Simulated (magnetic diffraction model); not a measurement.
**Yb₂CdFeS₅: what an assumed order does to the neutron pattern**

Space group Immm (no. 71), a = 4.2770 Å, b = 6.7480 Å, c = 12.7320 Å.

```csv
site,atom,x,y,z
4j,Yb,1/2,0,0.7976
2c,Cd,1/2,1/2,0
2a,Fe,0,0,0
2b,S,1/2,0,0
8l,S,0,0.2324,0.8461
```

The compound is invented for this exercise: a known structure type with other elements, its cell scaled to their sizes and not relaxed.

Only Yb and Fe are taken to order (form factors of Yb3+ and Fe3+); orders and moment sizes are assumed, and not adapted to the symmetry. Radiation: neutrons of λ = 2.41 Å (absorption by Cd left out), 8° to 75°; isotropic B of 0.18 Å² (Yb), 0.17 Å² (Cd), 0.2 Å² (Fe) and 0.27 Å² (S). Simulated constant-wavelength pattern: nuclear and magnetic terms add, the magnetic one as |2.695 fm × Σ f S⊥ exp(2πi Q·r) exp(−B s²)|², summed over all Q at one angle with the factor 1/(sin²θ cos θ). For collinear order S is the moment m, which repeats by lattice and centring translations R with the sign exp(−2πi k·R). Free-ion form factors, Sears's scattering lengths of 1992, no absorption; a label names one of the reflections at its angle. The strongest nuclear line in the range is 100, and lines under 0.2 are left out.

Assume the order k = (0 0 0), collinear moments along [100], 3.3 μB on Yb and 4.15 μB on Fe; signs + at (1/2, 0, 0.7976), − at (0, 1/2, 0.7024), + at (0, 0, 0).

Predict the pattern, nuclear and magnetic parts apart.

```
2θ (°)    index  nuclear  magnetic
 21.82  (0 0 2)      5.4      20.4
 23.32  (0 1 1)     41.0      66.3
 34.58  (1 0 1)      0.1       3.0
 38.97  (1 1 0)      9.6       1.7
 39.20  (0 1 3)     11.3      12.8
 41.85  (0 2 0)     27.4       2.5
 44.49  (0 0 4)      8.1       8.1
 45.10  (1 1 2)    100.0       7.8
 47.16  (1 0 3)      4.8       4.3
 47.68  (0 2 2)      0.0       7.4
 55.37  (1 2 1)     10.0      13.3
 60.60  (1 1 4)      0.1      11.4
 60.77  (0 1 5)     32.1       1.9
 62.73  (0 2 4)     34.8       7.7
 64.86  (1 2 3)     56.7       5.9
 65.91  (0 3 1)      4.3       7.2
 66.83  (1 0 5)     12.5       1.1
 68.59  (2 0 0)     36.6       0.0
 69.20  (0 0 6)     13.6       3.4
 72.94  (2 0 2)      1.3       0.3
 73.54  (2 1 1)     11.2       1.3
 74.50  (1 3 0)      6.7       0.8
 74.65  (0 3 3)      1.6       3.0
```

The strongest magnetic line in the range is (0 1 1) at 23.32° (66.3). On top of the Lorentz factor, which all lines share, magnetic lines fade with angle because f falls: for Yb3+ it is 0.97, 0.88, 0.76 and 0.51 at sin θ/λ = 0.1, 0.2, 0.3 and 0.5 Å⁻¹, while nuclear lengths stay constant. The net moment is 4.15 μB a primitive cell.

[Logs are printed without paths, hosts, clocks, repeated set-up lines and the standing remarks that a program may print on its own settings, such as how far it seeks lower states.]
